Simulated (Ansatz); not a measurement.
# (BaO)2(NaCl)1 [001] superlattice, started as rocksalt type: following an unstable mode, part 3 of 3

Aim: this structure of (BaO)2(NaCl)1 [001] superlattice, started as rocksalt type is to be tested for unstable modes, and one is followed downhill.

Ansatz 0.2.0; DFT PBEsol, scalar-relativistic, plane waves, PAW.

So far. Step 5 (Energy along the mode, all amplitudes (two of the runs …): The lowest of the steps tried is the last one, at 0.6 Å, 18.0 meV/atom below the parent; the bottom of the well need not coincide with a step. Step 7 (The new phase in its own primitive cell): The largest force component left is 0.85 meV/Å and the pressure is 0.000 GPa, within the tolerances set. The cell now holds 22.37 Å³/atom.

The structure was built from a prototype and need not be the compound's stable phase.

## Step 8: Modes of the new phase

A relaxed structure may still be a saddle point, so its zone-centre modes are computed. The response to a homogeneous field gives the Born charges and the dielectric tensor, and its change with displacement the Raman tensors.

File input.yaml:

```yaml
crystal:
  lattice:
    - [-1.8998108679, 1.8998108679, 9.296271625]
    - [1.8998108679, -1.8998108679, 9.296271625]
    - [1.8998108679, 1.8998108679, -9.296271625]
  atoms:
    - { symbol: Ba, position: [0.0083215213, 0.0083215213, 0.0] }
    - { symbol: Ba, position: [0.660411554, 0.660411554, 0.0] }
    - { symbol: Cl, position: [0.8355325938, 0.8355325938, 0.0] }
    - { symbol: Na, position: [0.2939674166, 0.2939674166, 0.0] }
    - { symbol: O, position: [0.5257783183, 0.5257783183, 0.0] }
    - { symbol: O, position: [0.1666246744, 0.1666246744, 0.0] }
kpoints:
  mp_grid: { grid: [8, 8, 8] }
hamiltonian:
  xc: pbesol
scf:
  occupations: { method: fixed }
output:
  eigenvalues: true
phonons:
  method: dfpt
  dielectric: true
  rigid_motions: translations
  raman: true
```

Run with:

```console
ansatz run input.yaml --threads 8 --pin off --max-ram 14336MiB --backend cpu --events-out ev --progress --plain --runs-dir out
```

Numbers of over 12 decimals in the logs are rounded to 6 here.

The program printed:

```text
[...]
Crystal: 6 atoms, lattice volume = 134.211 Å³
Basis set: ecut = 420 eV, 2659 PW (Γ), exchange–correlation on 144×144×144 points (8 copies of the dense FFT grid, shifted against one another)
Bands: 30, of which v1, the nominal top of the filled ones, is band 24 counted from 1 (23 counted from 0)
Symmetry: 8 space group operations
k-points: 150 of 512 (irreducible under 2 space group operations, time reversal used)
[...]
SCF iter   1: F=—  HF=-15392.263088 eV  |F-HF|=—  |Δ(HF+E_count)|=         —  Δρ=1.18e-2  dr2=1.96e-1  ethr=1.77e-3  ⟨swp⟩=4.9  Hψ=19154  notcnv=0  defer=555
[...]
SCF iter  11: F=-15392.223540 eV  HF=-15392.223540 eV  |F-HF|=1.27e-11  |Δ(HF+E_count)|=  3.37e-10  Δρ=1.41e-7  dr2=5.14e-11  ethr=1.00e-12  ⟨swp⟩=14.8  Hψ=34610  notcnv=0
SCF 1 converged in 11 iterations: F = -15392.223540 eV  dr2 = 5.14e-11
[...]
NSCF: frozen V_eff on 2 k-points
[...]
Bands: 25, of which v1, the nominal top of the filled ones, is band 24 counted from 1 (23 counted from 0)
k-points: 56 of 512 (time reversal used)
[...]
Eigensolver: Dense (56 Hₖ)
SCF iter   1: F=—  HF=-15392.198411 eV  |F-HF|=—  |Δ(HF+E_count)|=         —  Δρ=2.63e-4  dr2=2.50e-5  ethr=1.00e-1
[...]
SCF iter   8: F=-15392.198413 eV  HF=-15392.198413 eV  |F-HF|=1.27e-11  |Δ(HF+E_count)|=  2.71e-10  Δρ=4.94e-8  dr2=8.51e-12  ethr=1.00e-12
SCF 1 converged in 8 iterations: F = -15392.198413 eV  dr2 = 8.51e-12
[...]
SCF converged after 11 iterations
Free energy (F): -15392.223540 eV
[...]
Internal energy: -15392.223540 eV  (E = F + TS)
E sigma→0 (E₀):  -15392.223540 eV
Fermi energy:    6.719381 eV
[...]
--- Band table (eV; the first three rows and the last of 150) ---
  k-point 0: bands = [... 20 lower, 5.9762, 5.9762, 6.3764, 6.3764, 8.9389, 8.9770, 10.1052, 11.7256, ... 2 higher]
  k-point 1: bands = [... 20 lower, 5.6250, 5.7431, 5.9415, 6.3602, 9.5454, 9.7259, 10.7436, 11.4432, ... 2 higher]
  k-point 2: bands = [... 20 lower, 5.4024, 5.6385, 5.9565, 6.4480, 10.3598, 10.5832, 11.3470, 11.5367, ... 2 higher]
  k-point 149: bands = [... 20 lower, 5.9785, 5.9785, 6.3757, 6.3757, 8.9528, 9.5781, 10.1882, 10.7558, ... 2 higher]
[...]
k mesh reduced under 2 symmetry operations, with k and −k counted as one. Each operation leaves every solved perturbation unchanged. A smaller set is not considered because the run solves the response to a homogeneous field
  ASR residual: 1.826e-4 → 0.000e0 eV/Å²; symmetrization residual: 7.078e-6 eV/Å²
  ASR residual per site (eV/Å²): 2.82e-5 1.37e-5 3.89e-5 1.83e-4 1.57e-5 7.32e-5
[...]
ε∞ (high-frequency dielectric tensor):
        3.625028    -0.000000     0.000000
       -0.000000     3.625028    -0.000000
        0.000000    -0.000000     3.373700
  ε⁰ (static dielectric tensor: ions relaxed, cell fixed):
       29.238243    -0.000000     0.000000
       -0.000000    29.238243    -0.000000
        0.000000    -0.000000     9.521501
  ε⁰ − ε∞ (ionic part):
       25.613215    -0.000000     0.000000
       -0.000000    25.613215    -0.000000
        0.000000    -0.000000     6.147801
[...]
Born effective charges Z* (e; rows j = field, columns β = displacement):
    site 0:
         2.85148   -0.00000    0.00000
        -0.00000    2.85148   -0.00000
         0.00000   -0.00000    2.05657
    site 1:
         2.76175   -0.00000    0.00000
         0.00000    2.76175   -0.00000
         0.00000   -0.00000    2.03618
    site 2:
        -1.03470    0.00000   -0.00000
         0.00000   -1.03470    0.00000
        -0.00000    0.00000   -1.62009
    site 3:
         1.12160   -0.00000    0.00000
        -0.00000    1.12160   -0.00000
         0.00000   -0.00000    1.09774
    site 4:
        -2.82345    0.00000   -0.00000
        -0.00000   -2.82345    0.00000
        -0.00000    0.00000   -1.92039
    site 5:
        -2.87668    0.00000   -0.00000
         0.00000   -2.87668    0.00000
        -0.00000    0.00000   -1.65001
  Z* charge neutrality: 6.677e-3 e pre-enforcement
  solved inside a basis spanned on kpoints, on 8×8×8 k-points: ε∞ is read to err by 1.2e-2, Z* by 1.2e-2 e (field_mesh: kpoints solves on kpoints); Z* is corrected for what the basis lacks
[...]
optical modes at Γ without the LO–TO term, one row a degenerate level:
      ω (cm⁻¹)  modes    IR ((D/Å)²/amu)  static Raman (Å⁴/amu)  depolarisation
         55.97      2             0.7687                 0.1016           0.750
         72.92      2             0.3126                 0.3294           0.750
         92.04      1             1.2580                11.5966           0.048
        115.05      2            27.2760                15.8771           0.750
        147.34      1             0.4183                 0.3073           0.543
        171.94      2             2.3432                 0.5783           0.750
        175.35      1             3.7561                 2.6052           0.667
        180.41      2            25.3698                 0.1280           0.750
        237.07      1             3.1121                25.8874           0.460
        347.69      1             5.0239                 7.7540           0.742
  optical modes at Γ + LO–TO along q̂ = [1.0000, 0.0000, 0.0000]:
      ω (cm⁻¹)  modes    IR ((D/Å)²/amu)  static Raman (Å⁴/amu)  depolarisation
         55.97      1             0.3844                 0.0508           0.750
         57.54      1             0.0042                 0.0108           0.750
         72.92      1             0.1563                 0.1647           0.750
         73.38      1             0.0015                 0.0343           0.750
         92.04      1             1.2580                11.5966           0.048
        115.05      1            13.6380                 7.9386           0.750
        147.34      1             0.4183                 0.3073           0.543
        148.33      1             0.1659                 4.4648           0.750
        171.94      1             1.1716                 0.2891           0.750
        172.78      1             0.0032                 0.5507           0.750
        175.35      1             3.7561                 2.6052           0.667
        180.41      1            12.6849                 0.0640           0.750
        237.07      1             3.1121                25.8874           0.460
        347.69      1             5.0239                 7.7540           0.742
        382.30      1            27.8603                 1.2465           0.750
  optical modes at Γ + LO–TO along q̂ = [0.0000, 1.0000, 0.0000]:
      ω (cm⁻¹)  modes    IR ((D/Å)²/amu)  static Raman (Å⁴/amu)  depolarisation
         55.97      1             0.3844                 0.0508           0.750
         57.54      1             0.0042                 0.0108           0.750
         72.92      1             0.1563                 0.1647           0.750
         73.38      1             0.0015                 0.0343           0.750
         92.04      1             1.2580                11.5966           0.048
        115.05      1            13.6380                 7.9386           0.750
        147.34      1             0.4183                 0.3073           0.543
        148.33      1             0.1659                 4.4648           0.750
        171.94      1             1.1716                 0.2891           0.750
        172.78      1             0.0032                 0.5507           0.750
        175.35      1             3.7561                 2.6052           0.667
        180.41      1            12.6849                 0.0640           0.750
        237.07      1             3.1121                25.8874           0.460
        347.69      1             5.0239                 7.7540           0.742
        382.30      1            27.8603                 1.2465           0.750
  optical modes at Γ + LO–TO along q̂ = [0.0000, 0.0000, 1.0000]:
      ω (cm⁻¹)  modes    IR ((D/Å)²/amu)  static Raman (Å⁴/amu)  depolarisation
         55.97      2             0.7687                 0.1016           0.750
         72.92      2             0.3126                 0.3294           0.750
        103.68      1             0.1752                13.3432           0.062
        115.05      2            27.2760                15.8771           0.750
        149.33      1             0.0357                 0.0686           0.244
        171.94      2             2.3432                 0.5783           0.750
        180.41      2            25.3698                 0.1280           0.750
        200.10      1             0.7677                 8.2726           0.554
        268.45      1             2.6275                26.9728           0.552
        395.96      1             9.9623                 0.6985           0.452
```

Run time: 11 min. Hardware: 8 threads of Arm Neoverse V2, shared host; peak memory 4.4 GiB; 80 min of CPU time.

Numbers from this step:

```
sum-rule residual before enforcement                    : 1.83e-4 eV/Å²
miss of the charge sum rule                             : 0.006677 e
estimated error of the dielectric tensor                : 0.01230
estimated error of the Born charges                     : 0.01223 e
point group                                             : 4mm
highest optical mode at the zone centre (no LO-TO term) : 347.7 cm⁻¹
lowest optical zone-centre mode                         : 55.97 cm⁻¹
mean high-frequency dielectric constant                 : 3.541
largest Born charge (third of the trace)                : 2.587 e
mean static dielectric constant                         : 22.67
top of the zone-centre spectrum with the field          : 396.0 cm⁻¹
```

Without the LO-TO term. Patterns of degenerate modes are one choice out of their space. Modes at Γ, with each element's share of the kinetic energy:

| mode | frequency (cm⁻¹) | symmetry | Ba % | Cl % | Na % | O % |
| --- | --- | --- | --- | --- | --- | --- |
| 1 | 0.0 | acoustic | 75 | 10 | 6 | 9 |
| 2 | 0.0 | acoustic | 75 | 10 | 6 | 9 |
| 3 | 0.0 | acoustic | 75 | 10 | 6 | 9 |
| 4 | 56.0 | E | 38 | 43 | 18 | 1 |
| 5 | 56.0 | E | 38 | 43 | 18 | 1 |
| 6 | 72.9 | E | 76 | 18 | 4 | 2 |
| 7 | 72.9 | E | 76 | 18 | 4 | 2 |
| 8 | 92.0 | A1 | 61 | 9 | 9 | 21 |
| 9 | 115.0 | E | 6 | 0 | 0 | 94 |
| 10 | 115.0 | E | 6 | 0 | 0 | 94 |
| 11 | 147.3 | A1 | 44 | 40 | 16 | 1 |
| 12 | 171.9 | E | 4 | 22 | 40 | 35 |
| 13 | 171.9 | E | 4 | 22 | 40 | 35 |
| 14 | 175.3 | A1 | 2 | 37 | 54 | 7 |
| 15 | 180.4 | E | 2 | 7 | 31 | 59 |
| 16 | 180.4 | E | 2 | 7 | 31 | 59 |
| 17 | 237.1 | A1 | 12 | 2 | 13 | 73 |
| 18 | 347.7 | A1 | 6 | 2 | 2 | 89 |

Displacements in mode 4 (56.0 cm⁻¹), the largest set to 1:
```
Ba1 -0.47  0.00  0.00
Ba2  0.08  0.00  0.00
Cl3  1.00  0.00  0.00
Na4  0.80  0.00  0.00
O5  -0.18  0.00  0.00
O6   0.15  0.00  0.00
```

Displacements in mode 18 (347.7 cm⁻¹), the largest set to 1:
```
Ba1  0.00  0.00 -0.05
Ba2  0.00  0.00 -0.07
Cl3  0.00  0.00 -0.11
Na4  0.00  0.00  0.14
O5   0.00  0.00  1.00
O6   0.00  0.00  0.09
```

Optical modes at the zone centre, without and with the macroscopic field of the longitudinal modes; each column is sorted by frequency, so a row need not hold one and the same mode. Modes with and without the field, by row:

| rank among optical modes | no field (cm⁻¹) | q along (1, 0, 0) (cm⁻¹) | q along (0, 0, 1) (cm⁻¹) |
| --- | --- | --- | --- |
| 1 | 56 | 56 | 56 |
| 2 | 56 | 57.5 | 56 |
| 3 | 72.9 | 72.9 | 72.9 |
| 4 | 72.9 | 73.4 | 72.9 |
| 5 | 92 | 92 | 103.7 |
| 6 | 115 | 115 | 115 |
| 7 | 115 | 147.3 | 115 |
| 8 | 147.3 | 148.3 | 149.3 |
| 9 | 171.9 | 171.9 | 171.9 |
| 10 | 171.9 | 172.8 | 171.9 |
| 11 | 175.3 | 175.3 | 180.4 |
| 12 | 180.4 | 180.4 | 180.4 |
| 13 | 180.4 | 237.1 | 200.1 |
| 14 | 237.1 | 347.7 | 268.4 |
| 15 | 347.7 | 382.3 | 396 |

Born charge (rows field, columns displacement) (e), principal values of the symmetric part by kind of site:

| atom | atoms with these values | low | middle | high | mean |
| --- | --- | --- | --- | --- | --- |
| Ba1 | 1 | 2.06 | 2.85 | 2.85 | 2.59 |
| Ba2 | 1 | 2.04 | 2.76 | 2.76 | 2.52 |
| Cl3 | 1 | -1.62 | -1.03 | -1.03 | -1.23 |
| Na4 | 1 | 1.10 | 1.12 | 1.12 | 1.11 |
| O5 | 1 | -2.82 | -2.82 | -1.92 | -2.52 |
| O6 | 1 | -2.88 | -2.88 | -1.65 | -2.47 |

In full for O5:

```
-2.82  0.00  0.00
 0.00 -2.82  0.00
 0.00  0.00 -1.92
```

High-frequency dielectric tensor:

```
3.62 0.00 0.00
0.00 3.62 0.00
0.00 0.00 3.37
```

Static dielectric tensor (ions relaxed, fixed cell):

```
29.24  0.00  0.00
 0.00 29.24  0.00
 0.00  0.00  9.52
```

Transverse modes. Lines of the infrared spectrum (strongest = 100):

| position (cm⁻¹) | label | relative intensity |
| --- | --- | --- |
| 56 | E | 2.8 |
| 73 | E | 1.1 |
| 92 | A1 | 4.6 |
| 115 | E | 100 |
| 147 | A1 | 1.5 |
| 172 | E | 8.6 |
| 175 | A1 | 14 |
| 180 | E | 93 |
| 237 | A1 | 11 |
| 348 | A1 | 18 |

Activity x (w_L - w)^4 (n + 1)/w, 532 nm, 300 K; modes without the macroscopic field alone. Lines of the Raman spectrum (strongest = 100):

| position (cm⁻¹) | label | relative intensity |
| --- | --- | --- |
| 56 | E | 2.2 |
| 73 | E | 4.3 |
| 92 | A1 | 100 |
| 115 | E | 92 |
| 147 | A1 | 1.1 |
| 172 | E | 1.7 |
| 175 | A1 | 7.3 |
| 180 | E | 0.3 |
| 237 | A1 | 44 |
| 348 | A1 | 7.4 |

Before it was imposed, the acoustic sum rule was missed by 1.8e-4 eV/Å² and the charge sum rule by 0.0067 e. Small misses are needed for a sound result but don't prove that mesh and cutoff are converged. The lowest optical mode is real, 56.0 cm⁻¹.

## Step 9: The phases reached

The phases reached along the modes that were followed are set side by side.

Energies are those of the first relaxation, on the mesh of the frozen mode; space group, volume and gap are those of the last relaxation. Phases, by row:

| mode frozen in | space group | energy from parent (meV/atom) | volume (Å³/atom) | gap on mesh (eV) | lowest zone-centre optical mode (cm⁻¹) | largest shift (Å) |
| --- | --- | --- | --- | --- | --- | --- |
| parent | I4/mmm | 0 | 22.41 | 1.939 | – | – |
| q = (0, 0, 0), 95i cm⁻¹ | I4mm | -24 | 22.37 | 2.22 | 56 | 0.703 |

## Step 10: What came out

```
unstable mode of the parent                                                      : q = (0, 0, 0), 95i cm⁻¹
depth at the lowest point sampled                                                : 18.0 meV/atom
largest atomic shift at that point                                               : 0.6 Å
space group reached (within 0.01 Å)                                              : I4mm
energy gained over the parent (first relaxation, on the mesh of the frozen mode) : 24.0 meV/atom
volume per atom, phase reached                                                   : 22.4 Å³
gap on the k-mesh, phase reached                                                 : 2.22 eV
lowest optical zone-centre mode, phase reached                                   : 56.0 cm⁻¹
highest optical mode at the zone centre (no LO-TO term), phase reached           : 348 cm⁻¹
```

**Reading.** Along this mode the structure falls into I4mm, 24.0 meV/atom below the parent. At the parent's cell the well is 17.99 meV/atom deep on the steps tried, with its lowest point at a shift of 0.6 Å. That is the last step tried, so the steps alone don't bracket the bottom of the well. Relaxing atoms and cell changes the gain by +6.01 meV/atom against the lowest step (energies at zero smearing). The new phase has no imaginary mode at the zone centre of its cell; other wavevectors were not checked. Each path keeps the symmetry of its pattern, so a lower phase may lie along a pattern not tried. Spin-orbit coupling is left out, which can matter for the heavy elements here. The starting cell was built on a prototype and not taken from a measurement, so the phase need not exist.

[Logs are printed without paths, hosts, clocks, repeated set-up lines and the standing remarks that a program may print on its own settings, such as how far it seeks lower states.]

[Hosts, paths, dates, database ids (printed as entryN), source tags and the programs' standing remarks are cut or masked in the printed files.]
